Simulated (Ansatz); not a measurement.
## Rock-salt TiC, an end member of the NbC–TiC series (64 atoms): a reference run and its variants

The cell holds 64 atoms: 32 Ti and 32 C. Its edges and angles: a = 8.656 Å, b = 8.656 Å, c = 8.656 Å, α = 90.0°, β = 90.0°, γ = 90.0°. It derives from TiC. Rock-salt NbC, 2 x 2 x 2 conventional cells, 32 of 32 Nb sites given to Ti at random (x = 1.000), lattice by Vegard's rule (a = 4.328 Å); not relaxed, displaced by a Gaussian of 0.02 Å.

Geometry: as built.

Reference run: Kohn-Sham DFT, PBE, PAW (set soft_2), plane waves (Ansatz 0.2.0), cutoff 420 eV, k-mesh 2×2×2, fermi-dirac smearing of 0.05 eV.

- r.m.s. force component: 0.3436 eV/Å
- pressure: 1.049 GPa
- SCF cycles: 6
- time: 34 s on 8 threads of Arm Neoverse V2, shared host

Q: Estimate how much each variant changes the results, and its time and memory.
- support functions low
- support functions medium
- support functions medium, radius 3.32 Å
- support functions medium, radius 3.56 Å

Each row is set against the plane-wave reference (Kohn-Sham DFT, PBE, PAW (set soft_2), plane waves; r.m.s. force component 0.344 eV/Å). Energies are set beside the reference only for runs with its functional, potentials and electron count. Times are for 8 threads of Arm Neoverse V2, shared host. The reference's time includes the DOS, ELF, the stress and grids, which some other runs skip.

```
                                    run  Δ force, r.m.s. (meV/Å)  share of r.m.s. force (%)  Δ energy (meV/atom)  cycles  time  host memory (GiB)
                              reference                        -                          -                    -       6  34 s                7.5
                  support functions low                    0.273                     0.0794                -2.64       9  63 s                2.9
               support functions medium                    0.266                     0.0773                -2.64      10  67 s                2.9
support functions medium, radius 3.32 Å                    0.322                     0.0936                -2.64      10  64 s                2.8
support functions medium, radius 3.56 Å                    0.206                     0.0598                -2.65      10  69 s                3.0
```

Among numerical settings the force difference runs from 0.21 meV/Å (support functions medium, radius 3.56 Å) to 0.32 meV/Å (support functions medium, radius 3.32 Å). At 64 atoms the fastest of the runs at a preset level, support functions low, takes roughly 1.9 times the time of plane waves (whose run also made extra analyses, so the like-for-like ratio is larger), in 9 SCF cycles against 6. Differences between support functions and plane waves include what basis error the plane-wave run still has. As the radius goes from 3.32 to 3.56 Å, the force difference goes from 0.32 to 0.21 meV/Å, and the time from 64 s to 69 s. 

[Logs are printed without paths, hosts, clocks, repeated set-up lines and the standing remarks that a program may print on its own settings, such as how far it seeks lower states.]

[Hosts, paths, dates, database ids (printed as entryN), source tags and the programs' standing remarks are cut or masked in the printed files.]
